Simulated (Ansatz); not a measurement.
# Si on Ni(100): change of the work function, part 5 of 5

Aim: the work function of Ni(100) at several coverages of Si (top site), and the dipole that each adsorbate carries.

Ansatz 0.2.0; plane-wave DFT, LDA, Ansatz PAW (the session's first sound run).

So far, work function, upper face (eV): step 2 (the clean slab, LDA) 5.25; step 7 (the 0.25 ML cell at another level of theory, cutoff 420 eV, functional PBEsol) 4.75; step 8 (the 0.25 ML cell at another level of theory, cutoff 500 eV, functional r2SCAN) 4.85; step 9 (the 0.25 ML cell at another level of theory, cutoff 420 eV, functional RPBE) 4.64; step 10 (the 0.25 ML cell at another level of theory, cutoff 420 eV, functional PBE) 4.71.

### Step 12. The same run with other settings

This step: plane-wave DFT, LDA, Ansatz PAW (Ansatz 0.2.0).

System of this step: Si/Ni(100). The cell holds 5 atoms: 4 Ni and 1 Si. Cell: a = 2.489 Å, b = 2.489 Å, c = 25.480 Å, α = 90.0°, β = 90.0°, γ = 90.0°. Vacuum lies along c.

A run with a changed input: it repeats the earlier run at 1 ML with kpoints.mp_grid.grid from [12, 12, 1] to [10, 10, 1] and scf.convergence.dr2_threshold from 1e-08 to 1e-09.

File input.yaml:

```yaml
crystal:
  lattice:
    - [2.4890158698, 0.0, 0.0]
    - [0.0, 2.4890158698, 0.0]
    - [0.0, 0.0, 25.4797581452]
  atoms:
    - { symbol: Ni, position: [0.5, 0.5, 0.3532215631], spin: 0.71 }
    - { symbol: Ni, position: [0.0, 0.0, 0.4222960022], spin: 0.64 }
    - { symbol: Ni, position: [0.5, 0.5, 0.4877067622], spin: 0.64 }
    - { symbol: Ni, position: [0.0, 0.0, 0.5499368583], spin: 0.7 }
    - { symbol: Si, position: [0.0, 0.0, 0.6467784369] }
magnetization:
  spin_polarized: true
kpoints:
  mp_grid: { grid: [10, 10, 1] }
hamiltonian:
  xc: lda
scf:
  occupations: { method: fermi_dirac, width: 0.1 }
  convergence: { dr2_threshold: 1.0e-09 }
efield:
  axis: 3
  dipole_correction: true
  ramp_position: 0.97
  ramp_width: 0.06
relax:
  f_tol: 0.02
  max_steps: 60
  constraints: [{ sites: [0, 1] }]
output:
  bader: true
  write_potential: true
  write_density: true
  volumetric_format: npy
```

Started as:

```sh
$ ansatz run input.yaml --threads 4 --pin off --max-ram 12288MiB --backend cpu --events-out ev --progress --plain --runs-dir out
```

Numbers of over 12 decimals in the logs are rounded to 6 here.

What it wrote:

```text
[...]
Crystal: 5 atoms, lattice volume = 157.852 Å³
Basis set: ecut = 420 eV, 3061 PW (Γ)
Bands: 48, of which v1, the nominal top of the filled ones, is band 38 counted from 1 (37 counted from 0)
Symmetry: 8 space group operations
k-points: 21 of 100
[...]
Starting moments: Σ|m| = 2.69 μB on 4 of 5 sites
[...]
SCF iter   1: F=—  HF=-23696.014790 eV  |F-HF|=—  |Δ(HF+E_count)|=         —  Δρ=2.63e-2 (↑1.43e-2 ↓2.63e-2)  dr2=7.67e0  dr2_m=1.31e-1  M=2.694 μB ∫|m|=2.823 μB  β_m=1.00  ethr=3.10e-3  p=-0.000 e·Å  D=-1.56e-6 V/Å  ΔV_dip=0.00 eV  dr2_dipole=6.98e-1  V_vac-E_F(+/−)=7.32/7.32 eV  ⟨swp⟩=12.1  Hψ=11135  notcnv=0  defer=15
[...]
SCF iter  21: F=-23700.142787 eV  HF=-23700.142787 eV  |F-HF|=1.46e-10  |Δ(HF+E_count)|=  6.55e-11  Δρ=3.76e-8 (↑1.63e-8 ↓3.76e-8)  dr2=5.85e-12  dr2_m=2.48e-13  M=2.235 μB ∫|m|=2.477 μB  ethr=1.00e-12  p=0.027 e·Å  D=3.10e-2 V/Å  ΔV_dip=-0.79 eV  dr2_dipole=1.07e-12  V_vac-E_F(+/−)=4.48/5.27 eV  ⟨swp⟩=4.1  Hψ=8246  notcnv=0
SCF 1 converged in 21 iterations: F = -23700.142787 eV  dr2 = 5.85e-12
[...]
relax step   1: F+E_penalty+E_count = -23700.14278698 eV  Δ(F+E_penalty+E_count) = +0.000e0 eV  max|allowed force component| = 1.405e0 eV/Å  Δτ_max = 0.0000 Å  (21 SCF iters, accepted)
[...]
SCF iter  14: F=-23700.296415 eV  HF=-23700.296415 eV  |F-HF|=9.64e-10  |Δ(HF+E_count)|=  1.31e-10  Δρ=4.91e-7 (↑1.96e-7 ↓4.91e-7)  dr2=5.69e-10  dr2_m=4.27e-11  M=2.125 μB ∫|m|=2.355 μB  ethr=1.00e-12  p=0.025 e·Å  D=2.92e-2 V/Å  ΔV_dip=-0.74 eV  dr2_dipole=3.05e-11  V_vac-E_F(+/−)=4.52/5.27 eV  ⟨swp⟩=6.2  Hψ=11954  notcnv=0
SCF 2 converged in 14 iterations: F = -23700.296415 eV  dr2 = 5.69e-10
relax step   2: F+E_penalty+E_count = -23700.29641491 eV  Δ(F+E_penalty+E_count) = -1.536e-1 eV  max|allowed force component| = 9.230e-1 eV/Å  Δτ_max = 0.1487 Å  (14 SCF iters, accepted)
SCF iter   1: F=—  HF=-23700.351038 eV  |F-HF|=—  |Δ(HF+E_count)|=         —  Δρ=4.75e-3 (↑4.75e-3 ↓4.04e-3)  dr2=9.75e-2  dr2_m=1.58e-2  M=2.043 μB ∫|m|=2.268 μB  β_m=1.00  ethr=1.08e-3  p=0.025 e·Å  D=2.92e-2 V/Å  ΔV_dip=-0.74 eV  dr2_dipole=3.47e-3  V_vac-E_F(+/−)=4.53/5.28 eV  ⟨swp⟩=5.8  Hψ=5889  notcnv=0  defer=68
[...]
SCF iter  15: F=-23700.326323 eV  HF=-23700.326323 eV  |F-HF|=1.31e-10  |Δ(HF+E_count)|=  1.75e-10  Δρ=2.50e-7 (↑1.45e-7 ↓2.50e-7)  dr2=1.85e-10  dr2_m=4.99e-12  M=2.000 μB ∫|m|=2.215 μB  ethr=1.00e-12  p=0.022 e·Å  D=2.52e-2 V/Å  ΔV_dip=-0.64 eV  dr2_dipole=2.52e-12  V_vac-E_F(+/−)=4.62/5.26 eV  ⟨swp⟩=6.2  Hψ=11450  notcnv=0
SCF 3 converged in 15 iterations: F = -23700.326323 eV  dr2 = 1.85e-10
relax step   3: F+E_penalty+E_count = -23700.32632337 eV  Δ(F+E_penalty+E_count) = -2.991e-2 eV  max|allowed force component| = 5.682e-1 eV/Å  Δτ_max = 0.1496 Å  (15 SCF iters, accepted)
[...]
relax step   4: F+E_penalty+E_count = -23700.33172079 eV  Δ(F+E_penalty+E_count) = -5.397e-3 eV  max|allowed force component| = 4.679e-1 eV/Å  Δτ_max = 0.0964 Å  (16 SCF iters, accepted)
[...]
relax step   5: F+E_penalty+E_count = -23700.34446147 eV  Δ(F+E_penalty+E_count) = -1.274e-2 eV  max|allowed force component| = 5.741e-2 eV/Å  Δτ_max = 0.0531 Å  (16 SCF iters, accepted)
SCF iter   1: F=—  HF=-23700.344803 eV  |F-HF|=—  |Δ(HF+E_count)|=         —  Δρ=5.93e-4 (↑3.52e-4 ↓5.93e-4)  dr2=1.13e-3  dr2_m=2.14e-4  M=2.041 μB ∫|m|=2.262 μB  β_m=1.00  ethr=3.32e-5  p=0.023 e·Å  D=2.66e-2 V/Å  ΔV_dip=-0.68 eV  dr2_dipole=2.91e-4  V_vac-E_F(+/−)=4.59/5.27 eV  ⟨swp⟩=2.4  Hψ=3972  notcnv=0  defer=81
[...]
SCF iter  14: F=-23700.344704 eV  HF=-23700.344704 eV  |F-HF|=5.02e-10  |Δ(HF+E_count)|=  3.38e-10  Δρ=4.26e-7 (↑2.77e-7 ↓4.26e-7)  dr2=7.05e-10  dr2_m=2.44e-11  M=2.042 μB ∫|m|=2.263 μB  ethr=1.00e-12  p=0.023 e·Å  D=2.65e-2 V/Å  ΔV_dip=-0.68 eV  dr2_dipole=4.74e-11  V_vac-E_F(+/−)=4.59/5.26 eV  ⟨swp⟩=6.2  Hψ=11802  notcnv=0
SCF 6 converged in 14 iterations: F = -23700.344704 eV  dr2 = 7.05e-10
relax step   6: F+E_penalty+E_count = -23700.34470404 eV  Δ(F+E_penalty+E_count) = -2.426e-4 eV  max|allowed force component| = 3.374e-3 eV/Å  Δτ_max = 0.0094 Å  (14 SCF iters, accepted)
[...]
the search or the solves at the SCF's close seem to have found levels that the self-consistency loop had missed (the run counts 1). By its estimate they hold under 1e-12 electrons; where the run keeps them, the occupations were computed again with them
[...]
SCF converged after 14 iterations
Magnetization: 2.0416 μB (39.0208 up, 36.9792 down)
Absolute magnetization: 2.2647 μB (∫|ρ↑−ρ↓|, with the PAW one-centre terms)
[...]
Per-site moments (μB) at R_I (Å): [(0.728305, 1.026719), (0.634776, 0.995733), (0.530112, 0.995733), (0.242275, 0.903993), (-0.00238312, 0.903993)]
Free energy (F): -23700.344704 eV
[...]
Internal energy: -23700.104937 eV  (E = F + TS)
E sigma→0 (E₀):  -23700.224821 eV
Entropy (-TS):   -0.239767 eV (-47.953 meV/atom)
Fermi energy:    2.713296 eV
Dipole field:    D = 0.026517 V/Å  (p = 0.023132 e·Å, saw-weighted, corrected)
Work function:   Φ+ = 4.5873 eV   Φ− = 5.2630 eV
[...]
--- Forces (eV/Å), atoms counted from 1 ---
  atom   1  Ni     0.00000000     0.00000000     0.91014648
  atom   2  Ni     0.00000000     0.00000000    -0.90641253
  atom   3  Ni    -0.00000000     0.00000000    -0.00337425
  atom   4  Ni    -0.00000000     0.00000000    -0.00089955
  atom   5  Si    -0.00000000     0.00000000     0.00034359
  max |Σ_I F_I| component: 1.96e-4 eV/Å
--- Band table (eV; the first three rows and the last of 42) ---
  k-point 0 ↑: bands = [... 34 lower, 1.7878, 1.8574, 2.0198, 2.1561, 2.2817, 2.2817, 2.3577, 4.0110, ... 6 higher]
  k-point 1 ↑: bands = [... 34 lower, 1.6187, 1.8239, 1.9818, 2.0651, 2.2308, 2.3755, 2.6299, 4.5384, ... 6 higher]
  k-point 2 ↑: bands = [... 34 lower, 1.5457, 1.8807, 1.9061, 1.9704, 2.2055, 2.3675, 3.3771, 5.3350, ... 6 higher]
  k-point 20 ↓: bands = [... 34 lower, 2.9343, 3.0148, 3.0171, 3.3891, 3.7117, 5.8706, 6.0556, 6.0556, ... 6 higher]
--- Relaxed structure (6 steps of the walk, 6 accepted, 0 SCFs on fresh bases) ---
  F+E_penalty+E_count = -23700.34470404 eV   max|allowed force component| = 3.374e-3 eV/Å
  atoms:
    - { symbol: Ni, position: [0.5, 0.5, 0.3532215631] }
    - { symbol: Ni, position: [0.0, 0.0, 0.4222960022] }
    - { symbol: Ni, position: [0.5, 0.5, 0.487134] }
    - { symbol: Ni, position: [0, 0.0, 0.552014] }
    - { symbol: Si, position: [0, 0.0, 0.638023] }
--- Bader charges: 5 sites ---
  site symbol  charge [e]  shift [e]    m [muB]
     0     Ni     -0.0147     0.0000     0.7048
     1     Ni      0.0160     0.0000     0.6084
     2     Ni     -0.0184     0.0000     0.5097
     3     Ni     -0.1955     0.0001     0.2254
     4     Si      0.2127     0.0000    -0.0067
  estimated error of the sums over rays = 3.5e-4 e
```

Run time: 85 s. Hardware: 4 threads of Arm Neoverse V2, shared host; peak memory 0.6 GiB.

```tsv
quantity	this run	earlier run	difference
work function, upper face (eV)	4.587	4.648	-0.061
work function, lower face (eV)	5.263	5.266	-0.0027
dipole along the normal (e·Å)	0.02313	0.02114	0.0020
total moment (μB)	2.042	1.980	0.062
```

What moves beyond 0.01 in its unit (for the dipole 0.5 % and 5e-5 e·Å): dipole along the normal (+0.002 e·Å), work function, upper face (-0.061 eV) and total moment (+0.0621 μB).

The change shows in the results, which are not taken further.

### Step 13. Varying the input

System of this step: Ni(100). The cell holds 4 atoms: 4 Ni. Cell: a = 2.489 Å, b = 2.489 Å, c = 23.280 Å, α = 90.0°, β = 90.0°, γ = 90.0°. Vacuum lies along c.

An input spoilt on purpose, to show how the run answers: it repeats the earlier run at 0 ML with scf.occupations from method: fermi_dirac, width: 0.1 removed, and scf.max_iter set to 100.

input.yaml, the sections that differ from step 12:

```yaml
crystal:
  lattice:
    - [2.4890158698, 0.0, 0.0]
    - [0.0, 2.4890158698, 0.0]
    - [0.0, 0.0, 23.28]
  atoms:
    - { symbol: Ni, position: [0.5, 0.5, 0.3865979381], spin: 0.7 }
    - { symbol: Ni, position: [0.0, 0.0, 0.4621993127], spin: 0.7 }
    - { symbol: Ni, position: [0.5, 0.5, 0.5378006873], spin: 0.7 }
    - { symbol: Ni, position: [0.0, 0.0, 0.6134020619], spin: 0.7 }
kpoints:
  mp_grid: { grid: [12, 12, 1] }
scf:
  convergence: { dr2_threshold: 1.0e-08 }
  max_iter: 100
output:
  write_potential: true
  write_density: true
  volumetric_format: npy
# magnetization, hamiltonian, efield, relax: as in step 12
```

What it wrote:

```text
Error: YAML parse error: `scf.occupations.method` is required: fixed only where the cell keeps a band gap throughout the run, explicit beside scf.occupations.values (under evaluate: without them), else a smearing such as fermi_dirac (scf.occupations.width is optional; its entry in the input reference gives the default)
```

Wall time 0.02 s (4 threads); peak memory 0.023 GiB.

The program refused the input before any cycle.

The program's message: “Error: YAML parse error: `scf.occupations.method` is required: fixed only where the cell keeps a band gap throughout the run, explicit beside scf.occupations.values (under evaluate: without them), els …”

The fault put into the input: no occupation method.

### Step 14. Summary of results

- work function of the clean face: 5.25 eV
- work function at 0.25 ML: 4.88 eV
- work function at 0.5 ML: 4.99 eV
- work function at 1 ML: 4.65 eV
- dipole per adsorbate at 0.25 ML, positive end outwards: 0.25 D

What this shows: Si lowers the work function of Ni(100) at the lowest coverage, by 0.37 eV: the adsorbate layer has its positive end outwards. The dipole per adsorbate falls from 0.25 to 0.10 D as the layer fills. Neighbouring dipoles depolarise each other, and heights and bonding change with coverage too. The slab has 4 layers, at the tabulated experimental lattice constant, one starting site was run, and quantum-size effects of a slab this thin can reach one or two tenths of an eV. The magnetic order is the one reached from the typed start; other orders were not compared.

[Logs are printed without paths, hosts, clocks, repeated set-up lines and the standing remarks that a program may print on its own settings, such as how far it seeks lower states.]

[Hosts, paths, dates, database ids (printed as entryN), source tags and the programs' standing remarks are cut or masked in the printed files.]

[Maps of the electrostatic potential energy from Ansatz leave out the sawtooth potential of an applied field or a dipole correction, so their vacuum need not be flat; planar profiles and work functions include it.]
